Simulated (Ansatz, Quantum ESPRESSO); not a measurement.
# Band edges of tetragonal SnO, 1 layer under strain, part 2 of 2

Aim: band edges, gap and stiffness of tetragonal SnO, 1 layer under biaxial strain.

Quantum ESPRESSO 7.5; plane-wave DFT, PBE, GBRV ultrasoft pseudopotentials; geometry by Ansatz 0.2.0 with PAW datasets.

So far: Set-up; Relaxation with Ansatz.

### Step 3. Running the series

Under ESM bc1 levels count from the vacuum, or from the mean of the two vacuum levels where the sheet has a dipole, so band edges at unlike strains can be compared.

Level of this step: plane-wave DFT, PBE, GBRV ultrasoft pseudopotentials (Quantum ESPRESSO 7.5).

run.py reads:

```python
import json
import numpy as np
from ase import Atoms
from ase.calculators.espresso import Espresso, EspressoProfile

profile = EspressoProfile(command='mpirun -n 2 pw.x -nk 2', pseudo_dir='../pseudo')
pseudopotentials = {'O': 'o_pbe_v1.2.uspp.F.UPF', 'Sn': 'sn_pbe_v1.4.uspp.F.UPF'}
system = {'ecutwfc': 40, 'ecutrho': 200, 'occupations': 'smearing', 'smearing': 'fd', 'degauss': 0.002}


def calculator(name, kpts, **extra):
    data = dict(control=dict(tprnfor=True, verbosity='high', disk_io='none'),
                system=system | extra,
                electrons=dict(conv_thr=1e-09, mixing_beta=0.4, mixing_mode='plain',
                               electron_maxstep=100))
    return Espresso(profile=profile, directory=name, pseudopotentials=pseudopotentials, kpts=kpts, input_data=data)


def centre(atoms):
    z = atoms.positions[:, 2]
    atoms.positions[:, 2] -= (z.max() + z.min()) / 2  # ESM wants the slab about z = 0
    return atoms

sheet = Atoms(
    ['Sn', 'O', 'O', 'Sn'],
    scaled_positions=[
        [0.5000000000, 0.0000000000, 0.4284446900],
        [0.0000000000, 0.0000000000, 0.4999999062],
        [0.5000000000, 0.5000000000, 0.4999999062],
        [0.0000000000, 0.5000000000, 0.5715554975]],
    cell=[
        [3.850588282670, 0.000000000000, 0.000000000000],
        [0.000000000000, 3.850588282670, 0.000000000000],
        [0.000000000000, 0.000000000000, 16.414213562400]],
    pbc=True)

rows = []
for strain in [-0.03, -0.015, 0.0, 0.015, 0.03]:
    atoms = sheet.copy()
    atoms.set_cell(sheet.cell.array * [[1 + strain], [1 + strain], [1]], scale_atoms=True)
    atoms = centre(atoms)
    atoms.calc = calculator(f's{strain:+.3f}', (12, 12, 1), assume_isolated='esm', esm_bc='bc1', nbnd=24)
    energy = atoms.get_potential_energy()
    levels = np.array([atoms.calc.get_eigenvalues(kpt=i) for i in range(len(atoms.calc.get_ibz_k_points()))])
    top, bottom = levels[:, 19].max(), levels[:, 20].min()
    direct = (levels[:, 20] - levels[:, 19]).min()
    rows.append([strain, energy, top, bottom, direct])
    print(f'strain {strain:+.3f}: E = {energy:.5f} eV, valence top {top:.3f}, conduction bottom {bottom:.3f}, '
          f'gap {bottom - top:.3f}, least direct gap {direct:.3f} eV')

x, energy, top, bottom, direct = np.array(rows).T
area = np.linalg.norm(np.cross(*sheet.cell[:2]))
stiffness = np.polyfit(x, energy, 2)[0] / area * 16.0218  # C11 + C12, heights clamped
print(f'valence and conduction edges move by {np.polyfit(x, top, 1)[0]:.2f} and {np.polyfit(x, bottom, 1)[0]:.2f} eV per unit biaxial strain')
print(f'C11 + C12 with clamped heights: {stiffness:.1f} N/m')
json.dump(dict(rows=rows, stiffness=stiffness), open('result.json', 'w'))
```

Command:

```console
OMP_NUM_THREADS=1 python run.py
```

The program printed:

```text
strain -0.030: E = -5212.86762 eV, valence top -5.533, conduction bottom -2.415, gap 3.118, least direct gap 3.310 eV
strain -0.015: E = -5212.93947 eV, valence top -5.448, conduction bottom -2.366, gap 3.082, least direct gap 3.232 eV
strain +0.000: E = -5212.96340 eV, valence top -5.356, conduction bottom -2.348, gap 3.008, least direct gap 3.042 eV
strain +0.015: E = -5212.94479 eV, valence top -5.265, conduction bottom -2.409, gap 2.856, least direct gap 2.874 eV
strain +0.030: E = -5212.88835 eV, valence top -5.175, conduction bottom -2.460, gap 2.715, least direct gap 2.724 eV
valence and conduction edges move by 5.99 and -0.90 eV per unit biaxial strain
C11 + C12 with clamped heights: 102.6 N/m
```

The job ended after 9.5 min (2 MPI ranks of Arm Neoverse V2, shared host; peak memory 0.53 GiB).

The input that ASE wrote for the first run, and its log:

```
&CONTROL
   verbosity        = 'high'
   tprnfor          = .true.
   disk_io          = 'none'
   pseudo_dir       = '../pseudo'
/
&SYSTEM
   nbnd             = 24
   ecutwfc          = 40
   ecutrho          = 200
   occupations      = 'smearing'
   degauss          = 0.002
   smearing         = 'fd'
   assume_isolated  = 'esm'
   esm_bc           = 'bc1'
   ntyp             = 2
   nat              = 4
   ibrav            = 0
/
&ELECTRONS
   electron_maxstep = 100
   conv_thr         = 1e-09
   mixing_mode      = 'plain'
   mixing_beta      = 0.4
/
&IONS
/
&CELL
/
&FCP
/
&RISM
/
ATOMIC_SPECIES
Sn 118.71 sn_pbe_v1.4.uspp.F.UPF
O 15.999 o_pbe_v1.2.uspp.F.UPF

K_POINTS automatic
12 12 1  0 0 0

CELL_PARAMETERS angstrom
3.73507063418990 0.00000000000000 0.00000000000000
0.00000000000000 3.73507063418990 0.00000000000000
0.00000000000000 0.00000000000000 16.41421356240000

ATOMIC_POSITIONS angstrom
Sn 1.8675353171 0.0000000000 -1.1745256787  
O 0.0000000000 0.0000000000 -0.0000030785  
O 1.8675353171 1.8675353171 -0.0000030785  
Sn 0.0000000000 1.8675353171 1.1745256787
```

```text
Program PWSCF v.7.5 starts
[citation notice left out]

     Parallel version (MPI & OpenMP), running on       2 processor cores
     Number of MPI processes:                 2
     Threads/MPI process:                     1

     MPI processes distributed on     1 nodes
[... 1 line left out ...]

Warning: card &CELL ignored
Warning: card &FCP ignored
Warning: card &RISM ignored

     Current dimensions of program PWSCF are:
     Max number of different atomic species (ntypx) = 10
     Max number of k-points (npk) =  40000
     Max angular momentum in pseudopotentials (lmaxx) =  4
     Message from routine setup:
     using ibrav=0 with symmetry is DISCOURAGED, use correct ibrav instead

     K-points division:     npool     =       2
     Subspace diagonalization in iterative solution of the eigenvalue problem:
     a serial algorithm will be used

     G-vector sticks info
     --------------------
     sticks:   dense  smooth     PW     G-vecs:    dense   smooth      PW
     Sum         793     633    193                73811    52805    8749

     Using Slab Decomposition

     bravais-lattice index     =            0
     lattice parameter (alat)  =       7.0583  a.u.
     unit-cell volume          =    1545.3054 (a.u.)^3
     number of atoms/cell      =            4
     number of atomic types    =            2
     number of electrons       =        40.00
     number of Kohn-Sham states=           24
     kinetic-energy cutoff     =      40.0000  Ry
     charge density cutoff     =     200.0000  Ry
     scf convergence threshold =      1.0E-09
     mixing beta               =       0.4000
     number of iterations used =            8  plain     mixing
     Exchange-correlation= SLA  PW   PBE  PBE
                           (   1   4   3   4   0   0   0)

     Effective Screening Medium Method
     =================================
     Boundary Conditions: Vacuum-Slab-Vacuum
     total charge in unit cell        =   0.0000
     grid points for fit at edges     =        4

[... 10 lines left out ...]
     PseudoPot. # 1 for Sn read from file:
     ../pseudo/sn_pbe_v1.4.uspp.F.UPF
     Pseudo is Ultrasoft + core correction, Zval = 14.0
     Generated by new atomic code, or converted to UPF format
     Using radial grid of  891 points,  6 beta functions with:
                l(1) =   0
                l(2) =   0
                l(3) =   1
                l(4) =   1
                l(5) =   2
                l(6) =   2
     Q(r) pseudized with  8 coefficients,  rinner =    1.350   1.350   1.350
                                                       1.350   1.350

     PseudoPot. # 2 for O  read from file:
     ../pseudo/o_pbe_v1.2.uspp.F.UPF
     Pseudo is Ultrasoft + core correction, Zval =  6.0
     Generated by new atomic code, or converted to UPF format
     Using radial grid of  737 points,  5 beta functions with:
                l(1) =   0
[... 798 lines left out ...]
     estimated scf accuracy    <          6.7E-10 Ry
     smearing contrib. (-TS)   =       0.00000000 Ry
     internal energy E=F+TS    =    -383.13873713 Ry

     The total energy is F=E-TS. E is the sum of the following terms:
     one-electron contribution =     812.67354134 Ry
     hartree contribution      =    -398.18957637 Ry
     xc contribution           =    -100.76184841 Ry
     ewald contribution        =    -696.86085369 Ry

     convergence has been achieved in  18 iterations

     negative rho (up, down):  1.634E-04 0.000E+00

     Forces acting on atoms (cartesian axes, Ry/au):

     atom    1 type  1   force =     0.00000000    0.00000000   -0.03033550
     atom    2 type  2   force =     0.00000000    0.00000000    0.00000000
     atom    3 type  2   force =     0.00000000    0.00000000    0.00000000
     atom    4 type  1   force =     0.00000000    0.00000000    0.03033550
     The non-local contrib.  to forces
     atom    1 type  1   force =     0.00000000    0.00000000    0.84576165
     atom    2 type  2   force =     0.00000000    0.00000000   -0.00000000
     atom    3 type  2   force =     0.00000000    0.00000000    0.00000000
     atom    4 type  1   force =     0.00000000    0.00000000   -0.84576165
     The ionic contribution  to forces
     atom    1 type  1   force =    -0.00000000    0.00000000  -81.70124466
     atom    2 type  2   force =     0.00000000    0.00000000   -0.00004238
     atom    3 type  2   force =    -0.00000000   -0.00000000   -0.00004238
     atom    4 type  1   force =     0.00000000   -0.00000000   81.70132942
     The local contribution  to forces
     atom    1 type  1   force =    -0.00000000    0.00000000   80.83276673
     atom    2 type  2   force =     0.00000000    0.00000000    0.00031075
     atom    3 type  2   force =    -0.00000000   -0.00000000    0.00031075
     atom    4 type  1   force =     0.00000000   -0.00000000  -80.83277216
     The core correction contribution to forces
     atom    1 type  1   force =    -0.00000000    0.00000000   -0.00762800
     atom    2 type  2   force =     0.00000000    0.00000000    0.00000052
     atom    3 type  2   force =    -0.00000000   -0.00000000    0.00000052
     atom    4 type  1   force =     0.00000000   -0.00000000    0.00762800
     The Hubbard contrib.    to forces
     atom    1 type  1   force =     0.00000000    0.00000000    0.00000000
     atom    2 type  2   force =     0.00000000    0.00000000    0.00000000
     atom    3 type  2   force =     0.00000000    0.00000000    0.00000000
     atom    4 type  1   force =     0.00000000    0.00000000    0.00000000
     The SCF correction term to forces
     atom    1 type  1   force =    -0.00000000    0.00000000    0.00004845
     atom    2 type  2   force =    -0.00000000   -0.00000000    0.00000000
     atom    3 type  2   force =    -0.00000000   -0.00000000    0.00000000
     atom    4 type  1   force =    -0.00000000    0.00000000   -0.00004845

     Total force =     0.042901     Total SCF correction =     0.000069
     Message from routine punch:
     Nothing written, as per user request (disk_io='none')

[... 1 line left out ...]

[... 1 line left out ...]

[... 1 line left out ...]

[... 3 lines left out ...]

[... 1 line left out ...]

[... 2 lines left out ...]

[... 1 line left out ...]

[... 1 line left out ...]

=------------------------------------------------------------------------------=
   JOB DONE.
=------------------------------------------------------------------------------=
```

This step gave:

```
biaxial stiffness : 102.6 N/m
```

Band edge from the vacuum level against biaxial strain:

```
biaxial strain (%)  valence top (eV)  conduction bottom (eV)
             -3.00             -5.53                   -2.41
             -1.50             -5.45                   -2.37
              0.00             -5.36                   -2.35
              1.50             -5.27                   -2.41
              3.00             -5.17                   -2.46
```

Gap against biaxial strain:

```
biaxial strain (%)  on the mesh (eV)  least direct (eV)
             -3.00              3.12               3.31
             -1.50              3.08               3.23
              0.00              3.01               3.04
              1.50              2.86               2.87
              3.00              2.71               2.72
```

The energy over the lowest by biaxial strain:

```
biaxial strain (%)  energy over the lowest (meV)
             -3.00                          95.8
             -1.50                          23.9
              0.00                             0
              1.50                          18.6
              3.00                          75.1
```

### Step 4. The script: vdW-DF-cx, GBRV ultrasoft

Level of this step: plane-wave DFT, vdW-DF-cx, GBRV ultrasoft pseudopotentials made under PBE (Quantum ESPRESSO 7.5). input_dft overrides the functional of the files.

run.py, as its differences from the input of step 3:

```diff
@@ -7,3 +7,3 @@
 pseudopotentials = {'O': 'o_pbe_v1.2.uspp.F.UPF', 'Sn': 'sn_pbe_v1.4.uspp.F.UPF'}
-system = {'ecutwfc': 40, 'ecutrho': 200, 'occupations': 'smearing', 'smearing': 'fd', 'degauss': 0.002}
+system = {'ecutwfc': 40, 'ecutrho': 200, 'input_dft': 'vdw-df-cx', 'occupations': 'smearing', 'smearing': 'fd', 'degauss': 0.002}
```

Command:

```console
OMP_NUM_THREADS=1 python run.py
```

The program printed:

```text
strain -0.030: E = -5206.91024 eV, valence top -5.643, conduction bottom -2.517, gap 3.126, least direct gap 3.340 eV
strain -0.015: E = -5206.93855 eV, valence top -5.554, conduction bottom -2.467, gap 3.087, least direct gap 3.150 eV
strain +0.000: E = -5206.92078 eV, valence top -5.463, conduction bottom -2.525, gap 2.938, least direct gap 2.967 eV
strain +0.015: E = -5206.86215 eV, valence top -5.372, conduction bottom -2.585, gap 2.787, least direct gap 2.802 eV
strain +0.030: E = -5206.76715 eV, valence top -5.283, conduction bottom -2.633, gap 2.650, least direct gap 2.658 eV
valence and conduction edges move by 6.01 and -2.33 eV per unit biaxial strain
C11 + C12 with clamped heights: 98.6 N/m
```

Wall time 12 min (2 MPI ranks); peak memory 0.57 GiB; 25 min of CPU time.

This step gave:

```
biaxial stiffness : 98.61 N/m
```

The band edge from the vacuum level by biaxial strain:

```
biaxial strain (%)  valence top (eV)  conduction bottom (eV)
             -3.00             -5.64                   -2.52
             -1.50             -5.55                   -2.47
              0.00             -5.46                   -2.52
              1.50             -5.37                   -2.58
              3.00             -5.28                   -2.63
```

The gap by biaxial strain:

```
biaxial strain (%)  on the mesh (eV)  least direct (eV)
             -3.00              3.13               3.34
             -1.50              3.09               3.15
              0.00              2.94               2.97
              1.50              2.79               2.80
              3.00              2.65               2.66
```

The energy over the lowest by biaxial strain:

```
biaxial strain (%)  energy over the lowest (meV)
             -3.00                          28.3
             -1.50                             0
              0.00                          17.8
              1.50                          76.4
              3.00                           171
```

### Step 5. The arithmetic

Under equal strain ε in the plane, E = A (C11 + C12) ε². From the points at ±1.5 %: d²E/dε² = (23.93 + 18.62 − 2 × 0.00) meV / 0.015² = 189 eV, and 189/(2 × 14.827 Å²) × 16.02 = 102 N/m.

### Step 6. What came out

| Quantity | Value |
| --- | --- |
| C11 + C12, heights clamped, PBE, GBRV ultrasoft | 103 N/m |
| gap on the mesh at zero strain, PBE, GBRV ultrasoft | 3.01 eV |
| valence top below the vacuum at zero strain, PBE, GBRV ultrasoft | 5.36 eV |
| shift of the valence top per unit biaxial strain, PBE, GBRV ultrasoft | 6.0 eV |
| C11 + C12, heights clamped, vdW-DF-cx, GBRV ultrasoft (made under PBE) | 99 N/m |
| gap on the mesh at zero strain, vdW-DF-cx, GBRV ultrasoft (made under PBE) | 2.94 eV |
| valence top below the vacuum at zero strain, vdW-DF-cx, GBRV ultrasoft (made under PBE) | 5.46 eV |
| shift of the valence top per unit biaxial strain, vdW-DF-cx, GBRV ultrasoft (made under PBE) | 6.0 eV |

What this shows: The sheet's biaxial stiffness comes to 103 N/m and its gap at zero strain to 3.01 eV (PBE, GBRV ultrasoft). From −3 % to +3 % the gap on the mesh goes from 3.12 to 2.71 eV; it is indirect at every strain. The conduction bottom bends along the series, so the script's straight-line slope describes it poorly. Heights are clamped under strain, which makes a sheet with several atomic planes too stiff. Zero strain is the PBE cell; under vdW-DF-cx the energy is lowest near -1.3 %, so its stiffness is taken away from its own minimum. In a sheet with a wide gap the lowest empty state can be a nearly free one in the vacuum, which hardly feels the strain. Semilocal gaps are too small. Spin-orbit coupling is left out; depending on the atoms that carry the levels of interest, it can split and shift them by tens to hundreds of meV.

[Logs are printed without paths, hosts, clocks, repeated set-up lines and the standing remarks that a program may print on its own settings, such as how far it seeks lower states.]

[Hosts, paths, dates, database ids (printed as entryN), source tags and the programs' standing remarks are cut or masked in the printed files.]

[Maps of the electrostatic potential energy from Ansatz leave out the sawtooth potential of an applied field or a dipole correction, so their vacuum need not be flat; planar profiles and work functions include it.]
